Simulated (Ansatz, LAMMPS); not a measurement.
# Glassy 57SiO2-27Al2O3-16BaO (mol %) (149 atoms): where an added charge goes, part 3 of 4

Aim: add and remove one electron in glassy 57SiO2-27Al2O3-16BaO (mol %) (149 atoms), with atoms held and relaxed, and read trapping energy and localisation.

Ansatz 0.2.0; Kohn-Sham DFT, PBE, PAW (set soft_2), plane waves.

The cell: 25 Si, 24 Al, 7 Ba and 93 O. The quench rate of 25 K/ps far exceeds what a furnace or splat quench reaches. The network of bonds at the start is that of the classical potential that made the cell. Only the Γ point is sampled, in a cell whose shortest periodic width is 13 Å. Spin–orbit coupling is left out.

So far. Step 6 (An extra electron, atoms relaxed): The relaxation converged after 5 steps, 0.0106 eV below its start, with a largest force component of 0.016 eV/Å. Step 6 (An extra electron, atoms relaxed): An extra electron, atoms relaxed: the energy stands 7.69 eV above that of the reference. An odd electron should give 1 μB; this run ended with the carrier shared between both spins.

**7. An extra electron, levels at the relaxed geometry**

A single point at the new geometry gives levels and spin density.

input.yaml reads:

```yaml
crystal:
  lattice:
    - [12.7591, 0.0, 0.0]
    - [0.0, 12.7591, 0.0]
    - [0.0, 0.0, 12.7591]
  atoms:
    - { symbol: Si, position: [0.40588, 0.16478, 0.43209] }
    - { symbol: Si, position: [0.80725, 0.14025, 0.73468] }
    - { symbol: Si, position: [0.16151, 0.42635, 0.3151] }
    - { symbol: Si, position: [0.27924, 0.10639, 0.00472] }
    - { symbol: Si, position: [0.88059, 0.40569, 0.56899] }
    - { symbol: Si, position: [0.45387, 0.51563, 0.0241] }
    [... 137 atom lines left out ...]
    - { symbol: O, position: [0.96137, 0.65936, 0.69881] }
    - { symbol: O, position: [0.82374, 0.83076, 0.63962] }
    - { symbol: O, position: [0.16633, 0.05005, 0.9969] }
    - { symbol: O, position: [0.06643, 0.51904, 0.30601] }
    - { symbol: O, position: [0.36735, 0.85321, 0.4246] }
    - { symbol: O, position: [0.5553, 0.98814, 0.89999] }
total_charge: -1
kpoints:
  mp_grid: { grid: [1, 1, 1] }
hamiltonian:
  xc: pbe
scf:
  occupations: { method: fermi_dirac, width: 0.01 }
  lower_state_search: "off"
output:
  forces: true
  stress: true
  populations: true
  dos:
    method: { smearing: { sigma: 0.08 } }
    de: 0.1
    projected: { site_lists: { Al: [Al], Ba: [Ba], O: [O], Si: [Si] } }
  eigenvalues: true
  write_density: true
  write_potential: true
  volumetric_format: npy
magnetization:
  spin_polarized: true
  initial_magnetization: 1
```

Command:

```sh
$ ansatz run input.yaml --threads 4 --pin off --max-ram 15872MiB --backend cpu --events-out ev --progress --plain --runs-dir out
```

Numbers of over 12 decimals in the logs are rounded to 6 here.

Output:

```text
[...]
Crystal: 149 atoms, lattice volume = 2077.113 Å³
Basis set: ecut = 420 eV, 40651 PW (Γ), exchange–correlation on 180×180×180 points (8 copies of the dense FFT grid, shifted against one another)
Bands: 550, of which v1, the nominal top of the filled ones, is band 401 counted from 1 (400 counted from 0)
Symmetry: 1 space group operations
[...]
k-points: 1
[...]
Starting moments: Σ|m| = 1 μB on 149 of 149 sites
[...]
SCF iter   1: F=—  HF=-123475.648888 eV  |F-HF|=—  |Δ(HF+E_count)|=         —  Δρ=4.92e-2 (↑4.89e-2 ↓4.92e-2)  dr2=2.61e2  dr2_m=7.23e-2  M=1.000 μB ∫|m|=1.042 μB  β_m=1.00  ethr=3.10e-3  ⟨swp⟩=8.0  Hψ=5814  notcnv=0  defer=242
[...]
SCF iter   2: F=—  HF=-123421.963734 eV  |F-HF|=—  |Δ(HF+E_count)|=         —  Δρ=2.48e-2 (↑2.48e-2 ↓2.48e-2)  dr2=9.08e1  dr2_m=8.90e-3  M=1.000 μB ∫|m|=1.046 μB  β_m=0.30  ethr=3.10e-3  ⟨swp⟩=3.0  Hψ=2073  notcnv=0  defer=288
[...]
SCF iter   8: F=—  HF=-123395.913711 eV  |F-HF|=—  |Δ(HF+E_count)|=   2.43e-2  Δρ=4.49e-4 (↑4.49e-4 ↓4.38e-4)  dr2=7.14e-3  dr2_m=2.02e-3  M=0.279 μB ∫|m|=0.311 μB  β_m=0.30  ethr=2.69e-6  ⟨swp⟩=5.0  Hψ=1774  notcnv=0  defer=284
[...]
SCF iter  10: F=—  HF=-123395.929610 eV  |F-HF|=—  |Δ(HF+E_count)|=   9.95e-3  Δρ=5.13e-5 (↑4.74e-5 ↓5.13e-5)  dr2=3.48e-4  dr2_m=1.60e-5  M=0.170 μB ∫|m|=0.183 μB  β_m=0.82  ethr=5.37e-7  ⟨swp⟩=5.5  Hψ=2251  notcnv=0  defer=284
[...]
SCF iter  17: F=—  HF=-123395.930914 eV  |F-HF|=—  |Δ(HF+E_count)|=   8.41e-7  Δρ=1.82e-6 (↑1.82e-6 ↓1.67e-6)  dr2=1.64e-7  dr2_m=6.92e-9  M=0.004 μB ∫|m|=0.005 μB  β_m=0.79  ethr=1.25e-11  ⟨swp⟩=10.0  Hψ=7175  notcnv=0
SCF iter  18: F=-123395.930914 eV  HF=-123395.930914 eV  |F-HF|=8.34e-9  |Δ(HF+E_count)|=   3.57e-8  Δρ=3.05e-7 (↑2.96e-7 ↓3.05e-7)  dr2=6.75e-9  dr2_m=5.10e-10  M=0.001 μB ∫|m|=0.001 μB  ethr=1.25e-11  ⟨swp⟩=6.0  Hψ=6093  notcnv=0
[...]
SCF 1 converged in 18 iterations: F = -123395.930914 eV  dr2 = 6.75e-9
[...]
SCF converged after 18 iterations
Magnetization: 0.0010 μB (400.5005 up, 400.4995 down)
Absolute magnetization: 0.0011 μB (∫|ρ↑−ρ↓|, with the PAW one-centre terms)
[...]
Per-site moments (μB) at R_I (Å): [(4.4332612734469425e-7, 0.653508), (1.4586491134118612e-6, 0.661866), (1.9740957119689744e-6, 0.664014), (4.775367193506992e-7, 0.665406), (7.446827622862576e-7, 0.667467), [...]
Free energy (F): -123395.930914 eV
[...]
Internal energy: -123395.917051 eV  (E = F + TS)
E sigma→0 (E₀):  -123395.923982 eV
Entropy (-TS):   -0.013863 eV (-0.093 meV/atom)
Fermi energy:    7.685028 eV
[...]
Σ components = -123395.930914   (vs F -123395.930914, Δ=0.00e0)
--- Forces (eV/Å), atoms counted from 1 ---
  atom   1  Si     0.00496228     0.00637002    -0.00402712
  atom   2  Si    -0.00084102     0.00728660    -0.00030564
  atom   3  Si     0.00004084     0.00447368     0.01728147
  atom   4  Si    -0.00317268     0.00576509     0.00606764
[...]
atom 149  O      0.00733534     0.00500655    -0.00730942
  max |Σ_I F_I| component: 1.12e-4 eV/Å
--- Stress (GPa, compression-positive) ---
       -2.941187      -0.186623      -0.418696
       -0.186621       0.293092      -0.536857
       -0.418695      -0.536851      -2.672861
  P = ⅓ Tr σ = -1.7737 GPa (-17.737 kbar)
--- Band table (eV) ---
[...]
--- Löwdin populations: 149 sites ---
  site symbol       q [e]    m [muB]
     0     Si      2.2835     0.0000
     1     Si      2.2710     0.0000
     2     Si      2.3010     0.0000
[...]
148      O      6.9020     0.0000
  spilling = 0.011742 (of n_electrons = 801.000000)
```

Wall time 3.4 min (4 threads of Arm Neoverse V1, shared host); peak memory 5.5 GiB; 13 min of CPU time.

An extra electron, levels at the relaxed geometry: the energy stands 7.69 eV above that of the reference. An odd electron should give 1 μB; this run ended with the carrier shared between both spins.

The levels nearest the highest filled one (over half full), pooled over k-points and spins:

```tsv
level less the highest filled one (eV)	occupation
-3.69	1
-3.69	1
0	0.5
0	0.5
1.07	0
1.07	0
1.22	0
1.22	0
```

**8. Neutral at the geometry of the electron**

The neutral cell at the new geometry gives the energy of that geometry without the charge.

input.yaml reads:

```yaml
crystal:
  lattice:
    - [12.7591, 0.0, 0.0]
    - [0.0, 12.7591, 0.0]
    - [0.0, 0.0, 12.7591]
  atoms:
    [... the 149 atom lines of step 7 ...]
kpoints:
  mp_grid: { grid: [1, 1, 1] }
hamiltonian:
  xc: pbe
scf:
  occupations: { method: fixed }
output:
  forces: true
  stress: true
  populations: true
  dos:
    method: { smearing: { sigma: 0.08 } }
    de: 0.1
    projected: { site_lists: { Al: [Al], Ba: [Ba], O: [O], Si: [Si] } }
  eigenvalues: true
```

Output:

```text
[...]
Crystal: 149 atoms, lattice volume = 2077.113 Å³
Basis set: ecut = 420 eV, 40651 PW (Γ), exchange–correlation on 180×180×180 points (8 copies of the dense FFT grid, shifted against one another)
Bands: 549, of which v1, the nominal top of the filled ones, is band 400 counted from 1 (399 counted from 0)
Symmetry: 1 space group operations
[...]
k-points: 1
[...]
SCF iter   1: F=—  HF=-123403.596803 eV  |F-HF|=—  |Δ(HF+E_count)|=         —  Δρ=1.86e-3  dr2=1.15e-1  ethr=1.77e-3  ⟨swp⟩=5.0  Hψ=2125  notcnv=0  defer=147
[...]
SCF iter   9: F=-123403.607151 eV  HF=-123403.607151 eV  |F-HF|=2.37e-8  |Δ(HF+E_count)|=   2.12e-8  Δρ=1.58e-6  dr2=5.19e-8  ethr=1.25e-11  ⟨swp⟩=21.0  Hψ=4817  notcnv=0
SCF 1 converged in 9 iterations: F = -123403.607151 eV  dr2 = 5.19e-8
[...]
SCF converged after 9 iterations
Free energy (F): -123403.607151 eV
[...]
Internal energy: -123403.607151 eV  (E = F + TS)
E sigma→0 (E₀):  -123403.607151 eV
Fermi energy:    4.045356 eV
[...]
--- Forces (eV/Å), atoms counted from 1 ---
  atom   1  Si    -0.04752261    -0.01056056    -0.00504516
  atom   2  Si    -0.01101699     0.02923388     0.01951227
  atom   3  Si     0.01014114    -0.00053748     0.00898361
  atom   4  Si     0.01517482    -0.00204487     0.00508313
  atom   5  Si    -0.00273633     0.00637996     0.00334528
  atom   6  Si    -0.06437413     0.01584963    -0.02088756
  atom   7  Si    -0.03552865    -0.02416025    -0.00039383
  atom   8  Si    -0.00588210     0.03508808    -0.07108094
  atom   9  Si     0.00460065     0.01596104    -0.00041381
  atom  10  Si     0.02402617    -0.06668740     0.08192146
  atom  11  Si     0.03775733    -0.03724724     0.08355036
  atom  12  Si     0.02380188    -0.03172733    -0.02860612
  atom  13  Si    -0.04750108    -0.01073985    -0.01276675
  atom  14  Si     0.08424877     0.00711207    -0.01845167
[...]
atom 148  O      0.02488339    -0.01608786     0.01880349
  atom 149  O      0.07190431    -0.00493833    -0.03044827
  max |Σ_I F_I| component: 6.48e-5 eV/Å
--- Stress (GPa, compression-positive) ---
       -3.143151      -0.188269      -0.445295
       -0.188267       0.166879      -0.561868
       -0.445294      -0.561862      -2.873130
  P = ⅓ Tr σ = -1.9498 GPa (-19.498 kbar)
--- Band table (eV) ---
[...]
--- Löwdin populations: 149 sites ---
  site symbol       q [e]
     0     Si      2.2788
     1     Si      2.2619
     2     Si      2.2903
[...]
148      O      6.8995
  spilling = 0.011698 (of n_electrons = 800.000000)
```

Wall time 59 s (4 threads); peak memory 3.2 GiB; 3.8 min of CPU time.

Neutral at the geometry of the electron: the energy stands 0.0104 eV above that of the reference.

**9. An extra hole, atoms held**

The electron count changes by one with the atoms held: a vertical process, on a uniform background, with spin and a narrow Fermi–Dirac smearing. Its energy against the neutral cell hangs on the program's zero of potential.

input.yaml: that of step 8 with these lines changed.

```diff
@@ -6,3 +6,4 @@
   atoms:
-    [... the 149 atom lines of step 7 ...]
+    [... the 149 atom lines of step 4 ...]
+total_charge: 1
 kpoints:
@@ -12,3 +13,4 @@
 scf:
-  occupations: { method: fixed }
+  occupations: { method: fermi_dirac, width: 0.01 }
+  lower_state_search: "off"
 output:
@@ -22 +24,7 @@
   eigenvalues: true
+  write_density: true
+  write_potential: true
+  volumetric_format: npy
+magnetization:
+  spin_polarized: true
+  initial_magnetization: 1
```

Output:

```text
[...]
Crystal: 149 atoms, lattice volume = 2077.113 Å³
Basis set: ecut = 420 eV, 40651 PW (Γ), exchange–correlation on 180×180×180 points (8 copies of the dense FFT grid, shifted against one another)
Bands: 549, of which v1, the nominal top of the filled ones, is band 400 counted from 1 (399 counted from 0)
Symmetry: 1 space group operations
[...]
k-points: 1
[...]
Starting moments: Σ|m| = 1 μB on 149 of 149 sites
[...]
SCF iter   1: F=—  HF=-123491.771165 eV  |F-HF|=—  |Δ(HF+E_count)|=         —  Δρ=5.16e-2 (↑5.12e-2 ↓5.16e-2)  dr2=2.74e2  dr2_m=4.58e-1  M=1.000 μB ∫|m|=1.050 μB  β_m=1.00  ethr=3.10e-3  ⟨swp⟩=8.0  Hψ=5806  notcnv=0  defer=238
[...]
SCF iter   2: F=—  HF=-123434.135706 eV  |F-HF|=—  |Δ(HF+E_count)|=         —  Δρ=2.64e-2 (↑2.53e-2 ↓2.64e-2)  dr2=9.11e1  dr2_m=3.93e-1  M=0.980 μB ∫|m|=1.096 μB  β_m=0.30  ethr=3.10e-3  ⟨swp⟩=3.0  Hψ=2066  notcnv=0  defer=290
[...]
SCF iter  15: F=—  HF=-123407.414255 eV  |F-HF|=—  |Δ(HF+E_count)|=   1.92e-2  Δρ=1.56e-3 (↑8.53e-4 ↓1.56e-3)  dr2=2.00e-1  dr2_m=7.44e-3  M=0.980 μB ∫|m|=1.052 μB  β_m=0.30  ethr=6.10e-5  ⟨swp⟩=2.0  Hψ=827  notcnv=0  defer=282
[...]
SCF iter  17: F=—  HF=-123407.411473 eV  |F-HF|=—  |Δ(HF+E_count)|=   6.28e-2  Δρ=1.13e-3 (↑7.88e-4 ↓1.13e-3)  dr2=7.94e-2  dr2_m=7.91e-3  M=0.979 μB ∫|m|=1.054 μB  β_m=0.13  ethr=2.51e-5  ⟨swp⟩=3.0  Hψ=1450  notcnv=0  defer=282
[...]
SCF iter  39: F=-123407.418813 eV  HF=-123407.418813 eV  |F-HF|=7.12e-9  |Δ(HF+E_count)|=  2.04e-10  Δρ=4.89e-7 (↑1.26e-7 ↓4.89e-7)  dr2=9.31e-9  dr2_m=1.06e-9  M=1.000 μB ∫|m|=1.101 μB  β_m=0.26  ethr=1.41e-12  ⟨swp⟩=5.0  Hψ=4844  notcnv=0
SCF iter  40: F=-123407.418813 eV  HF=-123407.418813 eV  |F-HF|=2.39e-9  |Δ(HF+E_count)|=  1.75e-10  Δρ=2.97e-7 (↑8.05e-8 ↓2.97e-7)  dr2=3.27e-9  dr2_m=4.43e-10  M=1.000 μB ∫|m|=1.101 μB  ethr=1.17e-12  ⟨swp⟩=4.5  Hψ=4165  notcnv=0
SCF 1 converged in 40 iterations: F = -123407.418813 eV  dr2 = 3.27e-9
[...]
SCF converged after 40 iterations
Magnetization: 0.9997 μB (399.9999 up, 399.0001 down)
Absolute magnetization: 1.1023 μB (∫|ρ↑−ρ↓|, with the PAW one-centre terms)
[...]
Per-site moments (μB) at R_I (Å): [(-2.152934581650425e-5, 0.653600), (6.161545843796507e-6, 0.661396), (6.461315723464431e-6, 0.663137), (-3.881449252411393e-5, 0.665381), (-0.000104121, 0.667502), [...]
Free energy (F): -123407.418813 eV
[...]
Internal energy: -123407.405424 eV  (E = F + TS)
E sigma→0 (E₀):  -123407.412119 eV
Entropy (-TS):   -0.013389 eV (-0.090 meV/atom)
Fermi energy:    3.646490 eV
[...]
Σ components = -123407.418813   (vs F -123407.418813, Δ=0.00e0)
--- Forces (eV/Å), atoms counted from 1 ---
  atom   1  Si     0.05973029    -0.02692938    -0.10780713
  atom   2  Si     0.10631147    -0.11622584    -0.03547376
  atom   3  Si    -0.07280656    -0.09598375    -0.04306696
  atom   4  Si     0.06044875    -0.09083322     0.11457708
[...]
atom 149  O     -0.04035853     0.05443903    -0.06634973
  max |Σ_I F_I| component: 8.76e-5 eV/Å
--- Stress (GPa, compression-positive) ---
       -2.702590      -0.123255      -0.443595
       -0.123253       0.657449      -0.611117
       -0.443594      -0.611111      -2.509287
  P = ⅓ Tr σ = -1.5181 GPa (-15.181 kbar)
--- Band table (eV) ---
[...]
--- Löwdin populations: 149 sites ---
  site symbol       q [e]    m [muB]
     0     Si      2.2768    -0.0002
     1     Si      2.2583    -0.0002
     2     Si      2.2862    -0.0001
[...]
148      O      6.8990     0.0027
  spilling = 0.011609 (of n_electrons = 799.000000)
```

The job ended after 4.3 min (4 threads; peak memory 5.5 GiB; 17 min of CPU time).

An extra hole, atoms held: the energy stands 3.80 eV below that of the reference, with a moment of 1.00 μB.

The levels nearest the highest filled one (over half full), pooled over k-points and spins:

```tsv
level less the highest filled one (eV)	occupation
-0.0785	1
-0.035	0.99
-0.026	0.976
0	0.747
0.0199	0.287
4.11	0
4.11	0
5.23	0
```

Spin density in the bc plane at fractional x = 0.174, with atoms of Si and Al and Ba and O within 0.2 Å of it.

Values in units of 1e-2 e/Å³, 13 rows by 16 columns, each cell a mean:
```
0.2 0.4 0.0 0.0 0.0 0.0 3.3 1.3 0.0 0.0 0.0 0.0 0.0 0.0 0.0 0.0
0.0 0.0 0.0 0.0 0.0 0.0 0.2 0.1 0.0 0.0 0.0 0.0 0.0 0.0 0.0 0.0
0.0 0.0 0.0 0.0 0.0 0.0 0.1 0.0 0.0 0.0 0.0 0.1 0.0 0.0 0.1 0.1
0.0 0.0 0.0 0.0 0.0 0.0 0.0 0.0 0.4 0.3 0.0 0.0 0.0 0.0 0.0 0.0
0.0 0.0 0.0 0.0 0.0 0.0 0.0 0.0 0.3 0.3 0.0 0.0 0.0 0.0 0.0 0.0
0.0 0.0 0.0 0.0 0.1 0.1 0.0 0.0 0.1 0.3 0.0 0.0 0.0 0.0 0.0 0.0
0.0 0.0 0.0 0.0 0.0 0.0 0.0 0.0 0.2 2.1 0.4 0.0 0.0 0.0 0.1 0.1
0.0 0.0 0.0 0.0 0.0 0.0 0.0 0.0 0.0 0.6 0.2 0.0 0.0 0.0 0.0 0.1
0.0 0.0 0.0 0.0 0.0 0.0 0.0 0.0 0.0 0.0 0.0 0.0 0.3 0.3 0.0 0.0
0.0 0.0 0.0 0.0 0.0 0.0 0.0 0.0 0.0 0.0 0.0 0.0 0.0 0.1 0.0 0.0
0.0 0.0 0.0 0.0 0.0 0.0 0.0 0.0 0.0 0.0 0.0 0.0 0.0 0.0 0.4 0.3
0.0 0.0 0.0 0.0 0.0 0.0 0.0 0.0 0.0 0.0 0.0 0.0 0.0 0.0 0.2 0.1
0.5 0.1 0.0 0.0 0.0 0.0 2.1 1.2 0.0 0.0 0.0 0.0 0.0 0.0 0.0 0.0
```
Columns run along b (12.8 Å), rows up along c (12.8 Å). Atoms in or near the plane, at fractional coordinates: Si at (0.43, 0.32), Al at (0.82, 0.87), Al at (0.08, 0.52), Ba at (0.77, 0.58), O at (0.08, 0.66), O at (0.80, 0.32), O at (0.14, 0.28), O at (0.95, 0.46), O at (0.30, 0.60), O at (0.36, 0.21), O at (0.05, 0.00).

(Part 3 of 4 ends here.)

[Logs are printed without paths, hosts, clocks, repeated set-up lines and the standing remarks that a program may print on its own settings, such as how far it seeks lower states.]

[Hosts, paths, dates, database ids (printed as entryN), source tags and the programs' standing remarks are cut or masked in the printed files.]
